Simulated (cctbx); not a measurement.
# MoW3: solution and refinement

Cell a = 6.0370 Å, b = 6.0370 Å, c = 4.9180 Å, α = 90.00°, β = 90.00°, γ = 120.00°; space group P6_3/mmc (no. 194); content W6 Mo2.

Simulated single-crystal data (cctbx): Ag Kα, λ = 0.56087 Å, to d = 0.8 Å, 70 % of the full sphere, strongest reflection 70000 counts, noise from counting, a 4 % proportional error and a noise floor of 15 counts (s.d.); no absorption.

Charge flipping in P1 on plain amplitudes to 0.8 Å, δ = 1 σ, 20 % of the reflections treated as weak, 200 cycles:

```text
cycle      R  skewness
    0  0.523     0.50
   16  0.279     3.87
   32  0.299     4.01
   48  0.279     3.87
   64  0.294     3.90
   80  0.281     3.85
   96  0.306     3.84
  112  0.277     3.79
  128  0.290     3.95
  144  0.282     3.96
  160  0.303     3.87
  176  0.294     3.84
  192  0.287     3.86
origin shift          correlation  skewness
 0.714  0.600  0.212      0.944      5.44
 0.214  0.100  0.212      0.944      5.16
 0.214  0.600  0.212      0.943      5.88
 0.504  0.082  0.119      0.857      0.57
taken: symmetry correlation 0.943, skewness 5.88
peak      x       y       z  mult  height/sigma
Q1    0.1671  0.3342  0.2500    6     12.8
Q2    0.3333  0.6667  0.7500    2      7.7
Q3    0.2816  0.5632  0.1565   12      0.9
Q4    0.1450  0.5725  0.7500    6      0.9
Q5    0.9981  0.1642  0.1457   24      0.8
Q6    0.9701  0.3494  0.2500   12      0.7
Q7    0.0000  0.0000  0.1333    4      0.6
```

The origin is taken among those within 0.04 of the best correlation, by the skewness of the map.

Run time: 0.49 s on 1 thread of Arm Neoverse V2, on a shared host, peak memory 0.07 GiB.

**Question.** Which peaks are atoms, and which elements?

Heights go roughly as Z and multiplicities must add up to the content. First model: Q1 = W1 (6 in the cell, height 12.8) and Q2 = Mo1 (2 in the cell, height 7.7). Against the true structure, Q1 is W and Q2 is Mo; the other peaks are not atoms.

Least squares on F², isotropic:

```text
Rint 0.031, 77 unique reflections to 0.81 A
cycle     R1     wR2    GooF  max shift (A)
   1  0.1050  0.3452  16.771   0.02586
   2  0.0200  0.0786   3.818   0.00000
final R1 0.0200 wR2 0.0786 GooF 3.818  parameters 3  data/parameter 25.7
atom        x        y        z      Ueq    occ   su(xyz)  su(Uiso or U11)
W1     0.16957  0.33915  0.25000   0.0114  1.000  0.00012  0.0006
Mo1    0.33333  0.66667  0.75000   0.0098  1.000  0.00000  0.0008
difference map: max 2.06 min -2.99 rms 0.46
Q1    0.1345  0.2691  0.1668   12    2.06  0.55 A from W1
Q2    0.2000  0.4000  0.2500    6    1.17  0.32 A from W1
Q3    0.0170  0.3834  0.1604   24    1.03  1.17 A from W1
Q4    0.0444  0.3181  0.7500   12    0.99  1.15 A from W1
Q5    0.1198  0.2397  0.6252   12    0.84  1.69 A from W1
```

Anisotropic refinement:

```text
Rint 0.031, 77 unique reflections to 0.81 A
cycle     R1     wR2    GooF  max shift (A)
   1  0.0200  0.0786   3.898   0.00079
   2  0.0073  0.0183   0.910   0.00000
final R1 0.0073 wR2 0.0183 GooF 0.910  parameters 6  data/parameter 12.8
atom        x        y        z      Ueq    occ   su(xyz)  su(Uiso or U11)
W1     0.16950  0.33900  0.25000   0.0111  1.000  0.00003  0.0002
Mo1    0.33333  0.66667  0.75000   0.0103  1.000  0.00000  0.0003
difference map: max 0.57 min -0.63 rms 0.20
Q1    0.1239  0.2479  0.2500    6    0.64  0.48 A from W1
Q2    0.0362  0.4171  0.2500   12    0.61  1.12 A from W1
Q3    0.1902  0.5951  0.7500    6    0.58  0.75 A from Mo1
Q4    0.0000  0.0000  0.2500    2    0.57  1.77 A from W1
Q5    0.1229  0.2458  0.7500    6    0.54  1.59 A from W1
Q6    0.0000  0.0000  0.0000    2    0.46  2.16 A from W1
```

**Reading.** The refinement ends at R1 = 0.0073, wR2 = 0.0183, GooF = 0.91, with difference density between -0.63 and 0.57 e/Å³. Every site matches the true model in element, within 0.001 Å r.m.s., up to an allowed shift of origin.

True model:

```
atom  mult.       x       y    z  Ueq (Å²)
  W1      6  0.1695  0.3390  1/4    0.0112
 Mo1      2     1/3     2/3  3/4    0.0106
```

This is a model crystal, built by substitution and not relaxed, with assumed displacement parameters.

[Middle refinement cycles are left out of these outputs.]

[Logs are printed without paths, hosts, clocks, repeated set-up lines and the standing remarks that a program may print on its own settings, such as how far it seeks lower states.]
